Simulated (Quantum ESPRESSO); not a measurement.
# Calculated records

```
Collinear magnetic orders of CoGe with Quantum ESPRESSO
1.0
     4.57947    0.00000    0.00000
     0.00000    4.57947    0.00000
     0.00000    0.00000    4.57947
Co Ge
4 4
Direct
  0.13683 0.13683 0.13683
  0.36317 0.86317 0.63683
  0.63683 0.36317 0.86317
  0.86317 0.63683 0.36317
  0.83981 0.83981 0.83981
  0.66019 0.16019 0.33981
  0.33981 0.66019 0.16019
  0.16019 0.33981 0.66019
# method: PBEsol; plane waves with GBRV 1.5 PBEsol potentials, no spin-orbit coupling (and 1 further level or step)
# program: Quantum ESPRESSO 7.5
# settings of one run: GBRV 1.5 PBEsol, potential files Ge: ge_pbesol_v1.4.uspp.F.UPF, Co: co_pbesol_v1.2.uspp.F.UPF, cutoff 544.23 eV, 8×8×8 k-mesh, 81 bands, fermi-dirac occupations, smearing width 0.05 eV, collinear spin, SCF threshold 1.60e-8, mesh matched on, starting moments 2 2 2 2 0 0 0 0 μB
# cost: 2 runs, 9.8 min in all on 4 MPI ranks of Intel Xeon at 2.70GHz, shared host (the runs of this entry)
# lowest state found: non-magnetic (from ferro ++++ and antiferro ++--)
# largest site moment: 0 μB
```

[Logs and program files are shortened in this print: banners, set-up blocks, solver, clock and traceback lines can be left out without a mark of their own.]

[Logs are printed without paths, hosts, clocks, repeated set-up lines and the standing remarks that a program may print on its own settings, such as how far it seeks lower states.]

[Hosts, paths, dates, database ids (printed as entryN), source tags and the programs' standing remarks are cut or masked in the printed files.]

[Where a cell is said to come from a database of computed structures, the database is the Materials Project.]
